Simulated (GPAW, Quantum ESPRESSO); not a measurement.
Two runs for the Ti K edge of atom 2 in LaTiO3 (Pm-3m). Run A: Quantum ESPRESSO XSpectra, LDA, excited-electron core hole (neutral cell), 10-atom cell with 5.5 Å between holes, 6×6×6 k points, dipole transitions, Lorentzian half width 0.47 eV, without spin-orbit coupling. Run B differs in one choice.

Energy from the energy zero of the input (xe0, at the border of filled and empty states); intensity scaled to a mean of 1 over the first 20 eV:

| E (eV) | A | B |
| --- | --- | --- |
| -2.0 | 0.02 | 0.03 |
| -1.4 | 0.03 | 0.03 |
| -0.8 | 0.03 | 0.03 |
| -0.2 | 0.04 | 0.04 |
| 0.4 | 0.05 | 0.06 |
| 1.0 | 0.08 | 0.08 |
| 1.6 | 0.10 | 0.11 |
| 2.2 | 0.15 | 0.16 |
| 2.8 | 0.18 | 0.19 |
| 3.4 | 0.19 | 0.21 |
| 4.0 | 0.31 | 0.33 |
| 4.6 | 0.36 | 0.37 |
| 5.2 | 0.24 | 0.27 |
| 5.8 | 0.14 | 0.21 |
| 6.4 | 0.12 | 0.21 |
| 7.0 | 0.13 | 0.24 |
| 7.6 | 0.15 | 0.28 |
| 8.2 | 0.18 | 0.35 |
| 8.8 | 0.21 | 0.44 |
| 9.4 | 0.28 | 0.57 |
| 10.0 | 0.42 | 0.76 |
| 10.6 | 0.60 | 0.99 |
| 11.2 | 1.05 | 1.27 |
| 11.8 | 1.82 | 1.54 |
| 12.4 | 2.30 | 1.74 |
| 13.0 | 2.41 | 1.86 |
| 13.6 | 2.37 | 1.92 |
| 14.2 | 2.40 | 1.93 |
| 14.8 | 2.16 | 1.92 |
| 15.4 | 1.84 | 1.90 |
| 16.0 | 1.76 | 1.89 |
| 16.6 | 1.85 | 1.88 |
| 17.2 | 2.27 | 1.88 |
| 17.8 | 2.03 | 1.87 |
| 18.4 | 1.61 | 1.87 |
| 19.0 | 1.47 | 1.88 |
| 19.6 | 1.78 | 1.89 |
| 20.2 | 2.31 | 1.91 |
| 20.8 | 2.16 | 1.92 |
| 21.4 | 2.07 | 1.93 |
| 22.0 | 2.09 | 1.93 |
| 22.6 | 2.04 | 1.93 |
| 23.2 | 2.17 | 1.93 |
| 23.8 | 1.90 | 1.92 |
| 24.4 | 2.30 | 1.91 |
| 25.0 | 2.03 | 1.91 |
| 25.6 | 1.77 | 1.90 |
| 26.2 | 2.00 | 1.90 |
| 26.8 | 2.16 | 1.90 |
| 27.4 | 2.12 | 1.90 |
| 28.0 | 1.99 | 1.89 |
| 28.6 | 1.88 | 1.88 |
| 29.2 | 2.26 | 1.87 |
| 29.8 | 2.20 | 1.86 |
| 30.4 | 1.99 | 1.84 |
| 31.0 | 1.93 | 1.82 |
| 31.6 | 1.95 | 1.80 |

Question: What was changed?
a) the broadening
b) the plane-wave cutoff
c) the k mesh of the spectrum
d) the k mesh of the field

(a): run B changes the broadening from Lorentzian half width 0.47 eV to Lorentzian half width 0.47 eV up to 4 eV, rising linearly to 4 eV at 25 eV. Against the first run the r.m.s. difference is 15 %. The highest intensity below 24 eV goes from 14.0 eV (2.42) to 14.1 eV (1.93). Other settings could leave a like mark; this is the one that was changed.

[Hosts, paths, dates, database ids (printed as entryN), source tags and the programs' standing remarks are cut or masked in the printed files.]

[Lists of maxima count a maximum above −3 eV only where it reaches 4 % of the highest in the window and stands out from its surroundings by 2 % of it (1.5 % where it reaches 55 %); shoulders and weaker maxima are passed over, and of the rest the first, up to two pre-edge ones and the few strongest are named.]
